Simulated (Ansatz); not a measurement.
# BeH2 (model cell, started as rutile): phonons and vibrational spectra, part 3 of 3

How does BeH2 (model cell, started as rutile) vibrate, and is this structure a minimum?

Ansatz 0.2.0; DFT PBEsol, scalar-relativistic, plane waves, PAW.

So far. Step 4 (Tight relaxation): The largest force component left is 0.31 meV/Å and the pressure is 0.000 GPa, within the tolerances set. The cell now holds 5.57 Å³/atom. Step 5 (Modes at Γ): Before it was imposed, the acoustic sum rule was missed by 6.3e-5 eV/Å² and the charge sum rule by 0.0024 e. Small misses are needed for a sound result but don't prove that mesh and cutoff are converged. The lowest optical mode is real, 245 cm⁻¹. The relaxed cell has a = 3.809, c = 2.302 Å (conventional setting).

The structure was built from a prototype and need not be the compound's stable phase.

## 6. The dispersion

Stability and thermal properties need the whole zone. Linear response on a 2×2×4 q mesh gives force constants as far as a supercell of that size would, and the tensors from the zone-centre run are typed in so that the long-range dipole term is interpolated apart.

The input, input.yaml:

```yaml
crystal:
  lattice:
    - [3.8085336284, 0.0, 0.0]
    - [0.0, 3.8085336284, 0.0]
    - [0.0, 0.0, 2.3022577686]
  atoms:
    - { symbol: Be, position: [0.0, 0.0, 0.0] }
    - { symbol: Be, position: [0.5, 0.5, 0.5] }
    - { symbol: H, position: [0.3028526151, 0.3028526151, 0.0] }
    - { symbol: H, position: [0.6971473849, 0.6971473849, 0.0] }
    - { symbol: H, position: [0.8028526151, 0.1971473849, 0.5] }
    - { symbol: H, position: [0.1971473849, 0.8028526151, 0.5] }
kpoints:
  mp_grid: { grid: [6, 6, 8] }
hamiltonian:
  xc: pbesol
scf:
  occupations: { method: fixed }
output:
  eigenvalues: true
phonons:
  method: dfpt
  qmesh: [2, 2, 4]
  temperatures: { t_max: 1000, t_step: 50 }
  qpath:
    path:
      - [[0.0, 0.0, 0.0], [0.0, 0.5, 0.0], [0.5, 0.5, 0.0], [0.0, 0.0, 0.0], [0.0, 0.0, 0.5], [0.0, 0.5, 0.5], [0.5, 0.5, 0.5], [0.0, 0.0, 0.5]]
      - [[0.0, 0.5, 0.0], [0.0, 0.5, 0.5]]
      - [[0.5, 0.5, 0.0], [0.5, 0.5, 0.5]]
    npoints: 10
  non_analytic_term:
    high_frequency_dielectric_tensor: [[6.4863, 0.0, 0.0], [0.0, 6.4863, 0.0], [0.0, 0.0, 6.3767]]
    born_effective_charges:
      - { species: Be, tensor: [[1.9575, 0.5636, 0.0], [0.5636, 1.9575, 0.0], [0.0, 0.0, 2.0492]] }
      - { species: Be, tensor: [[1.9575, -0.5636, 0.0], [-0.5636, 1.9575, 0.0], [0.0, 0.0, 2.0492]] }
      - { species: H, tensor: [[-0.9788, -0.4835, 0.0], [-0.4835, -0.9788, 0.0], [0.0, 0.0, -1.0246]] }
      - { species: H, tensor: [[-0.9788, -0.4835, 0.0], [-0.4835, -0.9788, 0.0], [0.0, 0.0, -1.0246]] }
      - { species: H, tensor: [[-0.9788, 0.4835, 0.0], [0.4835, -0.9788, 0.0], [0.0, 0.0, -1.0246]] }
      - { species: H, tensor: [[-0.9788, 0.4835, 0.0], [0.4835, -0.9788, 0.0], [0.0, 0.0, -1.0246]] }
    source: "zone-centre run at this cell"
```

The run is started by

```
$ ansatz run input.yaml --threads 8 --pin off --max-ram 14336MiB --backend cpu --events-out ev --progress --plain --runs-dir out
```

Numbers of over 12 decimals in the logs are rounded to 6 here.

Output:

```text
Warning: phonons: the dynamical matrix that this run interpolates holds no multipole term above the dipole-dipole one, and a site of this crystal is no centre of inversion, so its interpolated transverse optical and acoustic branches and sound speeds can stay off near Gamma, and the density of states and the thermodynamics with them. What a run solves at a wave vector of phonons.qpoints, Gamma apart, where the deck admits one, is free of this, and under fd what a larger phonons.supercell samples
[...]
Crystal: 6 atoms, lattice volume = 33.394 Å³
Basis set: ecut = 420 eV, 655 PW (Γ), exchange–correlation on 60×60×32 points (8 copies of the dense FFT grid, shifted against one another)
Bands: 10, of which v1, the nominal top of the filled ones, is band 4 counted from 1 (3 counted from 0)
Symmetry: 16 space group operations
k-points: 50 of 288
[...]
SCF iter   1: F=—  HF=-242.888044 eV  |F-HF|=—  |Δ(HF+E_count)|=         —  Δρ=5.55e-3  dr2=6.28e-3  ethr=1.77e-3  ⟨swp⟩=4.8  Hψ=3103  notcnv=0  defer=150
[...]
SCF iter   6: F=-242.886970 eV  HF=-242.886970 eV  |F-HF|=6.54e-12  |Δ(HF+E_count)|=  7.31e-11  Δρ=1.71e-7  dr2=4.23e-12  ethr=1.00e-12  ⟨swp⟩=7.4  Hψ=2670  notcnv=0
SCF 1 converged in 6 iterations: F = -242.886970 eV  dr2 = 4.23e-12
[...]
NSCF: frozen V_eff on 50 k-points
[...]
DFPT response loops at q = (0, 0, 0) (fractional): preconditioner auto → none (the input reference at scf.mixing.eps_inf says where Resta's filter doesn't serve); β = 0.50; Broyden in place of MSR1
[...]
SCF converged after 6 iterations
Free energy (F): -242.886970 eV
[...]
Internal energy: -242.886970 eV  (E = F + TS)
E sigma→0 (E₀):  -242.886970 eV
Fermi energy:    2.721694 eV
[...]
--- Band table (eV; the first three rows and the last of 50) ---
[...]
--- Phonons (Γ-DFPT): 4 representative perturbations + reference (Σ response iterations 14) ---
  ASR residual: 6.553e-5 → 0.000e0 eV/Å²; symmetrization residual: 8.826e-8 eV/Å²
  ASR residual per site (eV/Å²): 1.96e-5 1.96e-5 6.55e-5 6.55e-5 6.55e-5 6.55e-5
[...]
--- Phonons (arbitrary-q DFPT): 9 irreducible q on the 2×2×4 mesh ---
  q = [0.0000, 0.0000, 0.0000] (star 1, of the zone-centre solve; hermiticity 2.68e-8, symmetrization 7.27e-15): -0.00 -0.00 -0.00 244.90 396.04 396.04 427.13 685.59 685.59 911.89 970.94 1180.44 1180.44 1248.95 1276.18 1276.18 1573.01 1743.07
  q = [0.0000, 0.0000, 0.2500] (star 2, 4 solved perturbations in 528 linear systems a pass and spin channel, the states on 160 of 288 k-point pairs; hermiticity 1.21e-8, symmetrization 7.66e-15): 181.22 181.22 359.10 359.10 483.48 493.79 514.17 710.23 710.23 851.18 1236.13 1236.13 1267.27 1267.27 1327.82 1456.71 1552.53 1698.65
[...]
q = [0.0000, -0.5000, 0.0000] (star 2, 6 solved perturbations on 100 of 288 k-point pairs; hermiticity 1.20e-8, symmetrization 2.45e-15): 240.43 240.43 318.72 318.72 429.21 429.21 629.77 629.77 852.06 852.06 1081.36 1081.36 1200.33 1200.33 1407.50 1407.50 1686.40 1686.40
[...]
sum rule: each row above includes the acoustic sum rule's correction from the zone centre's row sums; it moved no ω² by more than (4.57 cm⁻¹)²
  mesh force constants: q→R imaginary residual 6.38e-18; ASR residual 6.553e-5 → 0.000e0 eV/Å²; symmetrization residual 3.997e-15 eV/Å²
  interpolated dispersion: 94 rows × 18 modes
  density of states and harmonic sums: on the 16×16×28 q-mesh, interpolated from the force constants of a 2×2×4 supercell (with the dipole–dipole term of supplied tensors)
  largest difference from the sums on the solved wave vectors: F 2.08e-2 eV, S 3.80e-5 and C_V 1.53e-5 eV/K
  zero-point energy: 0.996219 eV/cell   skipped modes (ω ≤ 0): 3   left out of the sums: 2.33e-5 of the cell's modes: C_V's classical limit lies that fraction below 3 k_B per atom; for a crystal, a wire or a layer, F and S can be off by more, and a phonons.interpolated_qmesh denser along its periods is the remedy for the sampling
```

Wall time 16 s (8 threads of Arm Neoverse V1, shared host); peak memory 0.47 GiB.

Numbers from this step:

- sum-rule residual before enforcement: 6.55e-5 eV/Å²
- lowest frequency on the path: 0 cm⁻¹
- highest frequency on the path or at a solved wavevector: 1743 cm⁻¹
- mean frequency: 892.8 cm⁻¹
- Debye temperature (second moment): 1880 K
- logarithmic mean frequency: 739.2 cm⁻¹
- lowest mode on the q mesh (acoustic modes at Γ apart): 181.2 cm⁻¹
- zero-point energy per atom: 166.0 meV
- heat capacity at 300 K: 9.42 J/(mol atoms K)
- vibrational entropy at 300 K: 6.479 J/(mol atoms K)

Frequencies (cm⁻¹) solved at each irreducible wavevector; negative means imaginary. Frequencies by wavevector, by row:

| q in reciprocal lattice units | star | mode 1 | mode 2 | mode 3 | mode 4 | mode 16 | mode 17 | mode 18 |
| --- | --- | --- | --- | --- | --- | --- | --- | --- |
| 0 0 0 | 1 | 0 | 0 | 0 | 244.9 | 1276 | 1573 | 1743 |
| 0 0 0.25 | 2 | 181.2 | 181.2 | 359.1 | 359.1 | 1457 | 1552 | 1699 |
| 0 0 -0.5 | 1 | 230.1 | 230.1 | 266.9 | 266.9 | 1407 | 1611 | 1611 |
| 0 -0.5 0 | 2 | 240.4 | 240.4 | 318.7 | 318.7 | 1408 | 1686 | 1686 |
| 0 -0.5 0.25 | 4 | 215.9 | 215.9 | 360.2 | 360.2 | 1434 | 1632 | 1632 |
| 0 -0.5 -0.5 | 2 | 211.8 | 211.8 | 281.6 | 281.6 | 1494 | 1580 | 1580 |
| -0.5 -0.5 0 | 1 | 232.5 | 232.5 | 233.7 | 233.7 | 1272 | 1703 | 1703 |
| -0.5 -0.5 0.25 | 2 | 247.3 | 247.3 | 403.2 | 403.2 | 1303 | 1670 | 1670 |
| -0.5 -0.5 -0.5 | 1 | 279.6 | 279.6 | 285.5 | 285.5 | 1359 | 1642 | 1642 |

Interpolated from a 2×2×4 q mesh, rough between the solved points, with the LO-TO term (at Γ the limit along the path; where Γ stands inside the path, tables give the limit on arrival). Phonon branches along the path, in cm⁻¹:

| point | branch 1 | branch 2 | branch 3 | branch 4 | branch 15 | branch 16 | branch 17 | branch 18 |
| --- | --- | --- | --- | --- | --- | --- | --- | --- |
| Γ | 0 | 0 | 0 | 245 | 1276 | 1573 | 1595 | 1743 |
| halfway | 157 | 186 | 236 | 252 | 1313 | 1508 | 1640 | 1726 |
| X | 240 | 240 | 319 | 319 | 1408 | 1408 | 1686 | 1686 |
| halfway | 236 | 236 | 281 | 281 | 1332 | 1332 | 1703 | 1703 |
| M | 232 | 232 | 234 | 234 | 1272 | 1272 | 1703 | 1703 |
| halfway | 191 | 196 | 252 | 320 | 1287 | 1440 | 1675 | 1728 |
| Γ | 0 | 0 | 0 | 245 | 1276 | 1573 | 1595 | 1743 |
| halfway | 181 | 181 | 359 | 359 | 1328 | 1457 | 1552 | 1699 |
| Z | 230 | 230 | 267 | 267 | 1407 | 1407 | 1611 | 1611 |
| halfway | 235 | 235 | 263 | 263 | 1446 | 1446 | 1601 | 1601 |
| R | 212 | 212 | 282 | 282 | 1494 | 1494 | 1580 | 1580 |
| halfway | 248 | 248 | 282 | 282 | 1425 | 1425 | 1620 | 1620 |
| A | 280 | 280 | 286 | 286 | 1359 | 1359 | 1642 | 1642 |
| halfway | 178 | 261 | 265 | 317 | 1383 | 1498 | 1571 | 1633 |
| Z | 230 | 230 | 267 | 267 | 1407 | 1407 | 1611 | 1611 |
| jump to X | 240 | 240 | 319 | 319 | 1408 | 1408 | 1686 | 1686 |
| halfway | 216 | 216 | 360 | 360 | 1434 | 1434 | 1632 | 1632 |
| R | 212 | 212 | 282 | 282 | 1494 | 1494 | 1580 | 1580 |
| jump to M | 232 | 232 | 234 | 234 | 1272 | 1272 | 1703 | 1703 |
| halfway | 247 | 247 | 403 | 403 | 1303 | 1303 | 1670 | 1670 |
| A | 280 | 280 | 286 | 286 | 1359 | 1359 | 1642 | 1642 |

Tetrahedra on a 16×16×28 mesh, mean over bins of 20 cm-1. Interpolated from a 2×2×4 q mesh, rough between the solved points. Phonon density of states against wavenumber; read off at these points:

| wavenumber (cm⁻¹) | phonon density of states (1/cm⁻¹/cell) |
| --- | --- |
| 10 | 0 |
| 70 | 2.7e-4 |
| 130 | 0.00139 |
| 190 | 0.0166 |
| 230 | 0.0275 |
| 250 | 0.0217 |
| 310 | 0.0145 |
| 370 | 0.0142 |
| 430 | 0.011 |
| 490 | 0.00555 |
| 550 | 0.00654 |
| 610 | 0.00967 |
| 670 | 0.0194 |
| 690 | 0.0260 |
| 730 | 0.0228 |
| 770 | 0.0233 |
| 790 | 0.0127 |
| 850 | 0.00608 |
| 910 | 6.4e-4 |
| 970 | 1.0e-5 |
| 1030 | 0.00105 |
| 1090 | 0.00345 |
| 1150 | 0.00923 |
| 1210 | 0.0294 |
| 1270 | 0.0158 |
| 1330 | 0.0196 |
| 1350 | 0.0225 |
| 1390 | 0.00998 |
| 1450 | 0.00825 |
| 1510 | 0.0017 |
| 1570 | 0.00902 |
| 1630 | 0.0146 |
| 1690 | 0.0132 |
| 1750 | 1.6e-4 |

The partial phonon density of states has structure finer than the step of the table below, so its rows give means over 50 cm⁻¹, whole bins alone (the curve runs from -10 to 1805 cm⁻¹). Peaks (cm⁻¹: height): Be 229.8: 0.0246, 446.7: 0.0115, 663.6: 0.00822; H 720.7: 0.0220, 1223.1: 0.0266, 1337.3: 0.0207, 1645.5: 0.0149.

Phonopy on the run's constants, 15x15x21 mesh, Gaussian sigma 13.0 cm-1. Interpolated from a 2×2×4 q mesh, rough between the solved points. The partial phonon density of states by wavenumber; means over each step; values in 1/cm⁻¹/cell:

| wavenumber (cm⁻¹) | Be | H |
| --- | --- | --- |
| 50 | 1.4e-4 | 2.7e-5 |
| 100 | 6.3e-4 | 1.1e-4 |
| 150 | 0.00308 | 3.2e-4 |
| 200 | 0.0181 | 8.1e-4 |
| 250 | 0.0207 | 7.5e-4 |
| 300 | 0.0139 | 6.7e-4 |
| 350 | 0.0132 | 0.00108 |
| 400 | 0.00855 | 0.00116 |
| 450 | 0.0101 | 0.00174 |
| 500 | 0.00508 | 0.00136 |
| 550 | 0.00421 | 0.00249 |
| 600 | 0.00490 | 0.00430 |
| 650 | 0.00741 | 0.00865 |
| 700 | 0.00479 | 0.0195 |
| 750 | 8.2e-4 | 0.0205 |
| 800 | 1.8e-4 | 0.0125 |
| 850 | 6.1e-5 | 0.00626 |
| 900 | 2.3e-6 | 0.00181 |
| 950 | 7.9e-6 | 7.1e-5 |
| 1000 | 5.0e-5 | 3.3e-4 |
| 1050 | 1.7e-4 | 0.00153 |
| 1100 | 3.1e-4 | 0.00399 |
| 1150 | 4.6e-4 | 0.00968 |
| 1200 | 6.2e-4 | 0.0223 |
| 1250 | 4.1e-4 | 0.0200 |
| 1300 | 4.9e-4 | 0.0172 |
| 1350 | 5.0e-4 | 0.0169 |
| 1400 | 2.3e-4 | 0.00908 |
| 1450 | 2.4e-4 | 0.00850 |
| 1500 | 2.3e-4 | 0.00627 |
| 1550 | 4.4e-5 | 0.00456 |
| 1600 | 9.4e-5 | 0.00945 |
| 1650 | 1.5e-4 | 0.0140 |
| 1700 | 9.1e-5 | 0.0104 |
| 1750 | 8.4e-6 | 0.00156 |

Harmonic thermodynamic functions per atom, from the density of states. Interpolated from a 2×2×4 q mesh, rough between the solved points. Thermodynamic functions, by row:

| T (K) | F_vib (meV/atom) | S (J/mol-atom/K) | C_V (J/mol-atom/K) |
| --- | --- | --- | --- |
| 0 | 166 | 0 | 0 |
| 50 | 166 | 0.069 | 0.295 |
| 100 | 165.8 | 0.764 | 2.051 |
| 200 | 163.8 | 3.4 | 5.939 |
| 300 | 158.7 | 6.479 | 9.42 |
| 400 | 150.3 | 9.617 | 12.46 |
| 500 | 138.8 | 12.68 | 14.96 |
| 600 | 124.1 | 15.59 | 16.93 |
| 700 | 106.5 | 18.32 | 18.46 |
| 800 | 86.19 | 20.86 | 19.62 |
| 900 | 63.33 | 23.23 | 20.53 |
| 1000 | 38.1 | 25.43 | 21.23 |

Harmonic mean-square displacement, third of the trace. Interpolated from a 2×2×4 q mesh, rough between the solved points. Mean square displacements, by row:

| T (K) | Be1 U_eq (Å²) | Be2 U_eq (Å²) | H3 U_eq (Å²) | H4 U_eq (Å²) | H5 U_eq (Å²) | H6 U_eq (Å²) |
| --- | --- | --- | --- | --- | --- | --- |
| 0 | 0.00588 | 0.00588 | 0.01713 | 0.01713 | 0.01713 | 0.01713 |
| 100 | 0.00632 | 0.00632 | 0.01732 | 0.01732 | 0.01732 | 0.01732 |
| 300 | 0.01075 | 0.01075 | 0.01929 | 0.01929 | 0.01929 | 0.01929 |
| 600 | 0.01944 | 0.01944 | 0.02546 | 0.02546 | 0.02546 | 0.02546 |

Symmetry leaves 9 wavevectors to solve. The lowest mode among them, the acoustic zeros apart, lies at q = (0, 0, 0.25) and is real, 181 cm⁻¹.

## 7. Outcome

```yaml
space_group_after_relaxation_within_0p01_a: P4_2/mnm
volume_per_atom: 5.57 Å³
gap_on_the_k_mesh: 3.34 eV
highest_optical_mode_at_the_zone_centre_no_lo_to_term: 1743 cm⁻¹
top_of_the_zone_centre_spectrum_with_the_field: 1743 cm⁻¹
lowest_optical_zone_centre_mode: 245 cm⁻¹
mean_high_frequency_dielectric_constant: 6.45
mean_static_dielectric_constant: 23.4
largest_born_charge_third_of_the_trace: 1.99 e
lowest_mode_on_the_q_mesh_acoustic_modes_at_gamma_apart: 181 cm⁻¹
highest_frequency_on_the_path_or_at_a_solved_wavevector: 1743 cm⁻¹
zero_point_energy_per_atom: 166 meV
heat_capacity_at_300_k: 9.42 J/(mol atoms K)
vibrational_entropy_at_300_k: 6.48 J/(mol atoms K)
debye_temperature_second_moment: 1880 K
imaginary_modes_on_the_2x2x4_q_mesh: none
```

In words: The structure is a minimum as far as tested: no mode is imaginary at the 9 irreducible wavevectors of the 2×2×4 mesh, and the softest away from the acoustic zeros lies at 181 cm⁻¹. Without the field, the optical modes at Γ span 245 to 1743 cm⁻¹. The highest mode in this list at Γ, 1743.1 cm⁻¹, is mostly motion of H (100 % of the kinetic energy). The macroscopic field leaves the top of the zone-centre spectrum where it is. Lattice motion raises the mean dielectric constant from 6.450 to 23.40. The strongest infrared line is at 1276 cm⁻¹. Averaged over orientations, the strongest Raman line at 532 nm and 300 K is at 1573 cm⁻¹. With the field response the log warns that the k mesh is coarse for the force constants too, so the frequencies may not be converged. The q mesh stands for a supercell only 7.6 Å across, so branches between the solved wavevectors are rough. The program warns that the interpolation holds no quadrupole term, so branches close to Γ can be off in this crystal. The starting cell was built on a prototype and not taken from a measurement, so the phase need not exist. These are harmonic frequencies at zero temperature: anharmonic shifts, linewidths and thermal expansion are left out.

[Logs are printed without paths, hosts, clocks, repeated set-up lines and the standing remarks that a program may print on its own settings, such as how far it seeks lower states.]

[Hosts, paths, dates, database ids (printed as entryN), source tags and the programs' standing remarks are cut or masked in the printed files.]
